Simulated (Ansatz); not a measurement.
## CrGe2As4 monolayer in a perpendicular field

Aim: how the CrGe2As4 monolayer screens a field along its normal, and what the field does to its bands. A positive field points along +c.

Main program and level: Ansatz 0.2.0; plane-wave DFT, PBE-D3(BJ), Ansatz PAW (set soft_1); PAW set soft_1.

### Step 1. Set-up

The cell holds 7 atoms: 4 As, 2 Ge and 1 Cr. Its edges and angles: a = 3.730 Å, b = 3.730 Å, c = 48.178 Å, α = 90.0°, β = 90.0°, γ = 120.0°. Vacuum lies along c.

Structure file:

```cif
data_structure
_symmetry_space_group_name_H-M 'P 1'
_symmetry_Int_Tables_number 1
_cell_length_a 3.7300
_cell_length_b 3.7300
_cell_length_c 48.1783
_cell_angle_alpha 90.000
_cell_angle_beta 90.000
_cell_angle_gamma 120.000
_cell_volume 580.50
loop_
_atom_site_label
_atom_site_type_symbol
_atom_site_fract_x
_atom_site_fract_y
_atom_site_fract_z
_atom_site_occupancy
As1 As 0.00000 0.00000 0.41097 1
Ge2 Ge 0.33333 0.66667 0.42889 1
As3 As 0.33333 0.66667 0.47704 1
Cr4 Cr 0.00000 0.00000 0.50000 1
As5 As 0.33333 0.66667 0.52296 1
Ge6 Ge 0.33333 0.66667 0.57111 1
As7 As 0.00000 0.00000 0.58903 1
```

### Step 2. Relaxation

The starting cell is a guess, so the in-plane lattice and the atoms are relaxed first, with the slab cut off from its images along the normal.

input.yaml

```yaml
crystal:
  lattice:
    - [3.73, 0.0, 0.0]
    - [-1.865, 3.2302747561, 0.0]
    - [0.0, 0.0, 48.1783333188]
  atoms:
    - { symbol: As, position: [0.0, 0.0, 0.4109731208] }
    - { symbol: Ge, position: [0.3333333333, 0.6666666667, 0.4288857091] }
    - { symbol: As, position: [0.3333333333, 0.6666666667, 0.4770401354] }
    - { symbol: Cr, position: [0.0, 0.0, 0.5], spin: 1.0 }
    - { symbol: As, position: [0.3333333333, 0.6666666667, 0.5229598646] }
    - { symbol: Ge, position: [0.3333333333, 0.6666666667, 0.5711142909] }
    - { symbol: As, position: [0.0, 0.0, 0.5890268792] }
  periodic: [true, true, false]
magnetization:
  spin_polarized: true
kpoints:
  mp_grid: { grid: [12, 12, 1] }
hamiltonian:
  xc: pbe
  dispersion: d3bj
  pseudopotentials: { kind: paw, azcp: { folder: soft_1 } }
scf:
  occupations: { method: fermi_dirac, width: 0.05 }
  convergence: { dr2_threshold: 1.0e-09 }
relax:
  f_tol: 0.004
  max_steps: 90
  cell: {}
output:
  write_potential: true
  write_density: true
  volumetric_format: npy
```

On the command line:

```
ansatz run input.yaml --threads 4 --pin off --max-ram 6144MiB --backend cpu --events-out ev --progress --plain --runs-dir out
```

Numbers of over 12 decimals in the logs are rounded to 6 here.

Output:

```text
Warning: relax.cell: scf.convergence.dr2_threshold = 1e-9 eV is looser than the 2.02807746359e-10 eV advised for a relaxation that steers and ends on the stress (1e-10 eV for each atom of the cell: 7, times the square of relax.cell.stress_2d_tol = 0.05 N/m over 18.6 Å (the atoms' height at the walk's start and 5 Å past either face), 2.691e-2 GPa, over a crystal's default 0.05). What an SCF threshold leaves in a stress goes as its square root, and in the free energy as the threshold itself, and one threshold admits the most on a small cell: [figures from the program's tests cut] Set scf.convergence.dr2_threshold to 2.02807746359e-10 eV or tighter. [rest of the remark cut]
Engine: ansatz 0.2.0, x86_64-unknown-linux-gnu
Pseudopotentials: kind: paw
Pseudopotential: As, paw, valence charge 15, recommended cutoff 420 eV (normal), soft_1/As.paw.azcp
Pseudopotential: Ge, paw, valence charge 14, recommended cutoff 420 eV (normal), soft_1/Ge.paw.azcp
Pseudopotential: Cr, paw, valence charge 14, recommended cutoff 420 eV (normal), soft_1/Cr.paw.azcp
Functional definition: PBE
  parameter kappa = 0.804
  parameter beta = 0.066725
  exchange = pbe_x(kappa = kappa, mu = beta*pi^2/3)
  correlation = pbe_c(beta = beta)
Crystal: 7 atoms, lattice volume = 580.497 Å³
Basis set: ecut = 420 eV, 11393 PW (Γ), exchange–correlation on 50×50×648 points (8 copies of the dense FFT grid, shifted against one another)
Bands: 62, of which v1, the nominal top of the filled ones, is band 51 counted from 1 (50 counted from 0)
Symmetry: 12 space group operations
Space group: P-6m2 (ITA 187), of the structure as read, at distance tolerance 8.3e-5 Å
Magnetic group: BNS 187.209 (UNI 1439), of the structure as read, at distance tolerance 8.3e-5 Å
k-points: 19 of 144 (time reversal used)
Non-local potential: As, projectors of the file, l = 0: 2, l = 1: 2, l = 2: 3, l = 3: 1
Non-local potential: Ge, projectors of the file, l = 0: 2, l = 1: 2, l = 2: 3, l = 3: 1
Non-local potential: Cr, projectors of the file, l = 0: 3, l = 1: 2, l = 2: 3, l = 3: 1
PAW form: soft (Blöchl's): semilocal exchange-correlation on the pseudo side does not see the compensation charge
PAW one-centre angular grid: As, 590 points (default); XC on 64 Gauss nodes
PAW one-centre angular grid: Ge, 590 points (default); XC on 64 Gauss nodes
PAW one-centre angular grid: Cr, 590 points (default); XC on 64 Gauss nodes
Initial density: superposition of atomic densities (neutral atoms: chi_scale 0, normalization atom)
Starting moments: Σ|m| = 1 μB on 1 of 7 sites
Initial wavefunctions: pseudopotential atomic-orbital guess
Functional: x = pbe(κ = 0.804, μ = 0.219515), c = pbe(β = 0.066725)
SCF iter   1: F=—  HF=-31394.043970 eV  |F-HF|=—  |Δ(HF+E_count)|=         —  Δρ=1.91e-2 (↑1.91e-2 ↓1.77e-2)  dr2=8.23e0  dr2_m=6.18e-2  M=0.829 μB ∫|m|=1.004 μB  β_m=0.30  ethr=3.10e-3  ⟨swp⟩=12.6  Hψ=12378  notcnv=0  defer=12
Mixer restart at iter 1: flushing history
preconditioner: auto → LDOS  [metal: Δε(μ)=0.101 eV  Ē_g=9.066 eV  σ=0.050 eV  W_gap=0.47  n_scr=84 (ndim 8)  ℏωp=9.0 eV  f_vac=0.742  D(μ)=1.48/eV (n_scr^D=10)]
spin=Collinear: LDOS preconditioning applied to the charge; magnetization (m = ρ↑ − ρ↓) channel mixes plain (no charge-response kernel on spin).
SCF iter   2: F=—  HF=-31392.474037 eV  |F-HF|=—  |Δ(HF+E_count)|=    1.57e0  Δρ=9.04e-3 (↑8.21e-3 ↓9.04e-3)  dr2=1.44e0  dr2_m=4.85e-2  M=0.890 μB ∫|m|=1.066 μB  β_m=0.40  ethr=3.10e-3  ⟨swp⟩=3.9  Hψ=5590  notcnv=0  defer=153
SCF iter   3: F=—  HF=-31392.246939 eV  |F-HF|=—  |Δ(HF+E_count)|=   2.27e-1  Δρ=4.02e-3 (↑3.22e-3 ↓4.02e-3)  dr2=1.64e-1  dr2_m=2.27e-2  M=0.928 μB ∫|m|=1.115 μB  β_m=0.58  ethr=1.41e-3  ⟨swp⟩=3.0  Hψ=3209  notcnv=0  defer=151
SCF iter   4: F=—  HF=-31392.267444 eV  |F-HF|=—  |Δ(HF+E_count)|=         —  Δρ=1.69e-3 (↑1.69e-3 ↓1.56e-3)  dr2=3.97e-3  dr2_m=1.27e-2  M=1.012 μB ∫|m|=1.258 μB  β_m=0.58  ethr=1.61e-4  ⟨swp⟩=3.5  Hψ=5353  notcnv=0  defer=141
SCF iter   5: F=—  HF=-31392.268128 eV  |F-HF|=—  |Δ(HF+E_count)|=   6.84e-4  Δρ=1.09e-3 (↑1.09e-3 ↓8.52e-4)  dr2=8.53e-4  dr2_m=4.82e-3  M=1.031 μB ∫|m|=1.288 μB  β_m=0.79  ethr=3.89e-6  ⟨swp⟩=3.6  Hψ=5138  notcnv=0  defer=141
SCF iter   6: F=—  HF=-31392.268603 eV  |F-HF|=—  |Δ(HF+E_count)|=   4.76e-4  Δρ=2.35e-4 (↑1.44e-4 ↓2.35e-4)  dr2=1.23e-3  dr2_m=7.20e-5  M=1.051 μB ∫|m|=1.330 μB  β_m=0.69  ethr=8.36e-7  ⟨swp⟩=3.1  Hψ=5130  notcnv=0  defer=141
SCF iter   7: F=—  HF=-31392.268332 eV  |F-HF|=—  |Δ(HF+E_count)|=   2.72e-4  Δρ=1.11e-4 (↑7.58e-5 ↓1.11e-4)  dr2=5.25e-5  dr2_m=4.17e-5  M=1.058 μB ∫|m|=1.339 μB  β_m=0.75  ethr=8.36e-7  ⟨swp⟩=3.0  Hψ=4689  notcnv=0  defer=141
SCF iter   8: F=—  HF=-31392.268362 eV  |F-HF|=—  |Δ(HF+E_count)|=   3.01e-5  Δρ=4.60e-5 (↑4.44e-5 ↓4.60e-5)  dr2=1.20e-5  dr2_m=1.01e-5  M=1.061 μB ∫|m|=1.346 μB  β_m=0.84  ethr=5.15e-8  ⟨swp⟩=3.2  Hψ=4917  notcnv=0  defer=141
SCF iter   9: F=—  HF=-31392.268365 eV  |F-HF|=—  |Δ(HF+E_count)|=   3.30e-6  Δρ=1.21e-5 (↑1.21e-5 ↓8.41e-6)  dr2=2.01e-6  dr2_m=2.69e-7  M=1.063 μB ∫|m|=1.349 μB  β_m=0.77  ethr=1.18e-8  ⟨swp⟩=3.0  Hψ=4844  notcnv=0  defer=141
SCF iter  10: F=—  HF=-31392.543958 eV  |F-HF|=—  |Δ(HF+E_count)|=         —  Δρ=1.47e-2 (↑1.47e-2 ↓1.31e-2)  dr2=1.70e-2  dr2_m=1.03e0  M=2.177 μB ∫|m|=2.476 μB  β_m=1.00  ethr=1.97e-9  ⟨swp⟩=3.0  Hψ=4867  notcnv=0  defer=141
Mixer restart at iter 10: flushing history
SCF iter  11: F=—  HF=-31392.310899 eV  |F-HF|=—  |Δ(HF+E_count)|=         —  Δρ=1.54e-3 (↑1.13e-3 ↓1.54e-3)  dr2=1.68e-3  dr2_m=9.09e-3  M=2.232 μB ∫|m|=2.633 μB  β_m=0.77  ethr=4.90e-5  ⟨swp⟩=3.4  Hψ=4870  notcnv=0  defer=142
SCF iter  12: F=—  HF=-31392.313539 eV  |F-HF|=—  |Δ(HF+E_count)|=   2.64e-3  Δρ=1.17e-3 (↑1.17e-3 ↓5.28e-4)  dr2=2.70e-3  dr2_m=3.72e-3  M=2.254 μB ∫|m|=2.685 μB  β_m=0.88  ethr=1.65e-6  ⟨swp⟩=3.3  Hψ=5415  notcnv=0  defer=141
SCF iter  13: F=—  HF=-31392.313339 eV  |F-HF|=—  |Δ(HF+E_count)|=   1.99e-4  Δρ=2.93e-4 (↑2.67e-4 ↓2.93e-4)  dr2=1.35e-3  dr2_m=2.96e-5  M=2.251 μB ∫|m|=2.692 μB  β_m=0.84  ethr=1.65e-6  ⟨swp⟩=3.0  Hψ=5091  notcnv=0  defer=139
SCF iter  14: F=—  HF=-31392.313194 eV  |F-HF|=—  |Δ(HF+E_count)|=   1.45e-4  Δρ=3.72e-5 (↑3.72e-5 ↓1.98e-5)  dr2=1.72e-5  dr2_m=1.90e-6  M=2.256 μB ∫|m|=2.706 μB  β_m=0.81  ethr=1.33e-6  ⟨swp⟩=2.9  Hψ=4710  notcnv=0  defer=138
SCF iter  15: F=—  HF=-31392.313188 eV  |F-HF|=—  |Δ(HF+E_count)|=   6.67e-6  Δρ=1.40e-5 (↑8.31e-6 ↓1.40e-5)  dr2=2.50e-6  dr2_m=3.37e-7  M=2.257 μB ∫|m|=2.708 μB  β_m=0.76  ethr=1.69e-8  ⟨swp⟩=3.7  Hψ=4830  notcnv=0  defer=138
[...]
relax step   8: F+E_penalty+E_count = -31394.54587119 eV  Δ(F+E_penalty+E_count) = -1.077e-5 eV  max|allowed force component| = 2.930e-3 eV/Å  Δτ_max = 0.0016 Å  P = +0.004 N/m  Ω = 562.125 Å³  energy of the carried Pulay correction = +1.407e-3 eV  fix = [c, alpha, beta]  reactions: c +0.000 N/m  (9 SCF iters, accepted)
Initial wavefunctions: pseudopotential atomic-orbital guess (no wavefunctions were taken with the density)
iter 1 solved again at ethr=4.87e-7 eV; its pass at ethr=3.10e-3 eV (dr2=4.97e-4 eV) is discarded
SCF iter   1: F=—  HF=-31394.544779 eV  |F-HF|=—  |Δ(HF+E_count)|=         —  Δρ=1.31e-5 (↑1.31e-5 ↓8.90e-6)  dr2=2.59e-6  dr2_m=1.02e-7  M=1.951 μB ∫|m|=2.760 μB  β_m=0.65  ethr=4.87e-7  ⟨swp⟩=6.1  Hψ=20393  notcnv=0
preconditioner: auto → LDOS  [metal: Δε(μ)=0.115 eV  Ē_g=8.132 eV  σ=0.050 eV  W_gap=0.50  n_scr=24 (ndim 8)  ℏωp=9.1 eV  f_vac=0.719  D(μ)=1.09/eV (n_scr^D=8)]
spin=Collinear: LDOS preconditioning applied to the charge; magnetization (m = ρ↑ − ρ↓) channel mixes plain (no charge-response kernel on spin).
SCF iter   2: F=—  HF=-31394.544883 eV  |F-HF|=—  |Δ(HF+E_count)|=   1.04e-4  Δρ=5.34e-6 (↑5.34e-6 ↓4.86e-6)  dr2=4.23e-7  dr2_m=3.11e-9  M=1.951 μB ∫|m|=2.761 μB  β_m=0.53  ethr=2.54e-9  ⟨swp⟩=3.0  Hψ=5031  notcnv=0
SCF iter   3: F=—  HF=-31394.544883 eV  |F-HF|=—  |Δ(HF+E_count)|=   2.06e-7  Δρ=2.52e-6 (↑1.56e-6 ↓2.52e-6)  dr2=2.38e-7  dr2_m=4.21e-9  M=1.951 μB ∫|m|=2.761 μB  β_m=0.49  ethr=4.15e-10  ⟨swp⟩=3.5  Hψ=4750  notcnv=0
SCF iter   4: F=—  HF=-31394.544884 eV  |F-HF|=—  |Δ(HF+E_count)|=   1.29e-7  Δρ=1.67e-6 (↑9.39e-7 ↓1.67e-6)  dr2=2.27e-8  dr2_m=5.69e-9  M=1.951 μB ∫|m|=2.761 μB  β_m=0.52  ethr=2.34e-10  ⟨swp⟩=2.2  Hψ=2744  notcnv=0
SCF iter   5: F=—  HF=-31394.544884 eV  |F-HF|=—  |Δ(HF+E_count)|=   9.84e-8  Δρ=8.64e-7 (↑7.84e-7 ↓8.64e-7)  dr2=2.00e-9  dr2_m=2.91e-9  M=1.951 μB ∫|m|=2.761 μB  β_m=0.65  ethr=2.22e-11  ⟨swp⟩=2.9  Hψ=3635  notcnv=0
SCF iter   6: F=—  HF=-31394.544884 eV  |F-HF|=—  |Δ(HF+E_count)|=   6.74e-8  Δρ=2.34e-7 (↑1.19e-7 ↓2.34e-7)  dr2=4.91e-10  dr2_m=5.63e-11  M=1.951 μB ∫|m|=2.761 μB  β_m=0.57  ethr=1.96e-12  ⟨swp⟩=3.0  Hψ=4830  notcnv=0
SCF iter   7: F=-31394.544884 eV  HF=-31394.544884 eV  |F-HF|=5.82e-11  |Δ(HF+E_count)|=   7.38e-9  Δρ=5.56e-8 (↑5.56e-8 ↓2.31e-8)  dr2=4.08e-11  dr2_m=4.67e-12  M=1.951 μB ∫|m|=2.761 μB  ethr=1.00e-12  ⟨swp⟩=10.9  Hψ=16983  notcnv=0
WARN: dispersion: an atom stands within reach of a switch of its C6 between two reference coordination numbers of its element: through that C6 alone, e_disp changes by 0.025 eV or more while the distances to its neighbours run over a stretch of 0.05 Å that contains this geometry (sites counted from 0 in the run's list of atoms or, in a supercell that it derives, in that cell's: here a list of 7) — site 3 (Cr): coordination number 6.055 (about 5.91 to 6.20 with every neighbour 0.05 Å farther or nearer), switch near 6.223 between the references 1.827 (weight 1.00) and 10.619 (weight 0.00), e_disp changing by some 0.03 eV. [rest of the remark cut]
SCF 9 converged in 7 iterations: F = -31394.544884 eV  dr2 = 4.08e-11
relax step   9: F+E_penalty+E_count = -31394.54488376 eV  Δ(F+E_penalty+E_count) = +9.874e-4 eV  max|allowed force component| = 3.112e-3 eV/Å  Δτ_max = 0.0000 Å  P = -0.014 N/m  Ω = 562.125 Å³  fix = [c, alpha, beta]  reactions: c +0.000 N/m  stress off target by 1.39e-2 N/m on what of the cell is left free  SCF on the basis re-selected at this cell (its energy is not comparable with the rows above)  (7 SCF iters)
basis re-selected at this cell: Δ(F+E_penalty+E_count) = +9.874e-4 eV, ΔP = -0.018 N/m vs the last step (what re-selecting the basis moved, of the pressure what is left beyond the Pulay correction that the steps carried, after the strain that the cell walked since its last selection, with what the two solves' SCF thresholds leave and, on support functions, any second-order correction that the steps lacked; it is no m [...]
WARN: The output density's exchange-correlation potential varies sharply where the density is thin. Do not read a vacuum level from v_tot or v_xc, or from such a field of the output density. On a cell that repeats whose density bears no net charge and no dipole along the vacuum's axis use v_es (v_loc + v_h of the components); under efield.dipole_correction with no amplitude use v_es + v_field, which holds any externa [...]
SCF converged after 7 iterations
Magnetization: 1.9513 μB (51.9757 up, 50.0243 down)
Absolute magnetization: 2.7547 μB (∫|ρ↑−ρ↓|, with the PAW one-centre terms)
Spin contamination: 0.1555 ħ² per cell (⟨S²⟩ above its minimum at these occupations)
Per-site moments (μB) at R_I (Å): [(-0.0064396, 1.000571), (0.0091582, 1.000571), (-0.114127, 1.008383), (2.062985, 1.037559), (-0.114127, 1.008383), (0.0091582, 1.000571), (-0.0064396, 1.000571)]
Free energy (F): -31394.544884 eV
Harris-Foulkes:  -31394.544884 eV  (|F-HF|=5.82e-11)
Internal energy: -31394.534748 eV  (E = F + TS)
E sigma→0 (E₀):  -31394.539816 eV
Entropy (-TS):   -0.010136 eV (-1.448 meV/atom)
Fermi energy:    -4.785485 eV
--- Per-component energies (eV) ---
  E_band       = -2969.786978
  E_kinetic    = 876.625425
  E_local      = -664166.284434  (includes V_loc(G=0)·N_el)
  E_nonlocal   = -1090.478437
  E_hartree    = 331644.098269
  E_xc         = -539.409959
  E_vxc        = -570.669377  (∫ρ·V_xc dr)
  E_paw        = -13302.496847  (= ΣΔE_a)
  E_vpaw       = -1307.176742  (= ΣTr[D̂ρ^β])
  E_aug_tail   = 0.000838  (compensation charges beyond the density's cutoff)
  E_ewald      = 315185.816260
  E_disp       = -2.405863  (pairwise vdW)
  E_smearing   = -0.010136  (= −TS)
  E_closure    = 0.000000  (closes the sum)
  Σ components = -31394.544884   (vs F -31394.544884, Δ=0.00e0)
--- Forces (eV/Å), atoms counted from 1 ---
  atom   1  As    -0.00000000     0.00000000    -0.00311173
  atom   2  Ge    -0.00000000    -0.00000000     0.00220375
  atom   3  As     0.00000000    -0.00000000     0.00132115
  atom   4  Cr     0.00000000    -0.00000000     0.00000000
  atom   5  As     0.00000000    -0.00000000    -0.00132115
  atom   6  Ge    -0.00000000    -0.00000000    -0.00220375
  atom   7  As    -0.00000000     0.00000000     0.00311173
  max |Σ_I F_I| component: 1.61e-16 eV/Å
--- 2D stress c σ (N/m, compression-positive) ---
       -0.013868      -0.000000      -0.000000
        0.000000      -0.013868       0.000000
        0.000000       0.000000       0.000000
  P = ½ c Tr σ = -0.0139 N/m
--- Band table (eV; the first three rows and the last of 38) ---
  k-point 0 ↑: bands = [... 47 lower, -5.1581, -5.1581, -5.1426, -5.1426, -3.0806, -2.8191, -2.5211, -2.5211, ... 7 higher]
  k-point 1 ↑: bands = [... 47 lower, -5.6723, -5.5027, -5.3559, -5.3328, -3.0569, -2.7537, -2.6656, -2.4972, ... 7 higher]
  k-point 2 ↑: bands = [... 47 lower, -5.8217, -5.7966, -5.7501, -5.5441, -3.7902, -3.3605, -3.0839, -2.4853, ... 7 higher]
  k-point 18 ↓: bands = [... 47 lower, -7.1640, -6.5426, -5.9002, -4.0272, -3.7409, -3.3173, -3.2311, -3.0245, ... 7 higher]
  the weakly bound empty levels are not read free of the cell's end (no_gap_told)
--- Relaxed structure (8 steps of the walk, 8 accepted, 1 SCFs on fresh bases) ---
  F+E_penalty+E_count = -31394.54488376 eV   max|allowed force component| = 3.112e-3 eV/Å   (the final SCF, on the basis selected at the relaxed cell)
  cell:  # Å, volume = 562.1248 Å³
    - [3.670500, 0, 0.0]
    - [-1.835250, 3.178746, 0.0]
    - [0.0, 0.0, 48.1783333188]
  atoms:
    - { symbol: As, position: [1.057355261855499e-17, -5.1357255561990634e-17, 0.396641] }
    - { symbol: Ge, position: [0.333333, 0.666667, 0.421137] }
    - { symbol: As, position: [0.333333, 0.666667, 0.471877] }
    - { symbol: Cr, position: [1.057355261855499e-17, -5.1357255561990634e-17, 0.5] }
    - { symbol: As, position: [0.333333, 0.666667, 0.528123] }
    - { symbol: Ge, position: [0.333333, 0.666667, 0.578863] }
    - { symbol: As, position: [1.057355261855499e-17, -5.1357255561990634e-17, 0.603359] }
```

The job ended after 8.9 min (4 threads of Intel Xeon Platinum 8259CL at 2.50GHz (Skylake/Cascade Lake), shared host; peak memory 2.1 GiB; 34 min of CPU time).

Step by step:

```csv
step,energy less that of the first step (eV),largest force component (eV/Å),volume (Å³)
1,0.0000,4.4228,580.50
2,-1.3066,1.5587,592.82
3,-1.8462,0.7765,582.69
4,-2.1702,0.6156,566.83
5,-2.2284,0.1326,560.37
6,-2.2325,0.0104,560.42
7,-2.2327,0.0064,561.32
8,-2.2327,0.0029,562.12
9*,-2.2317,0.0031,562.12
```

Relaxation steps marked * repeat the geometry before them on a plane-wave basis chosen anew for their cell, so energy and pressure can jump there.

The run keeps the 12 symmetry operations that it works with, so distortions that break them were not tested.

```csv
cell as run,before,after,change
a (Å),3.730,3.670,-1.6 %
b (Å),3.730,3.670,-1.6 %
```

The atoms that moved most (Å, along periodic axes as changes of fractional coordinates times the final cell, across vacuum about the mean position):

```csv
atom,dx,dy,dz,length
As7,0.000,0.000,0.691,0.691
As1,0.000,0.000,-0.691,0.691
Ge6,0.000,0.000,0.373,0.373
Ge2,0.000,0.000,-0.373,0.373
As5,0.000,0.000,0.249,0.249
As3,0.000,0.000,-0.249,0.249
```

This step gave:

* energy at zero smearing: -31394.5398 eV
* total moment: 1.951 μB
* site moments: -0.006440, 0.009158, -0.1141, 2.063, -0.1141, 0.009158, -0.006440 μB

Site moment by atom:

```csv
atom,site moment (μB)
As1,-0.01
Ge2,0.01
As3,-0.11
Cr4,2.06
As5,-0.11
Ge6,0.01
As7,-0.01
```

The lattice constant a goes from 3.730 to 3.670 Å.

(Part 1 of 2 ends here.)

[Logs are printed without paths, hosts, clocks, repeated set-up lines and the standing remarks that a program may print on its own settings, such as how far it seeks lower states.]

[Hosts, paths, dates, database ids (printed as entryN), source tags and the programs' standing remarks are cut or masked in the printed files.]

[Maps of the electrostatic potential energy from Ansatz leave out the sawtooth potential of an applied field or a dipole correction, so their vacuum need not be flat; planar profiles and work functions include it.]
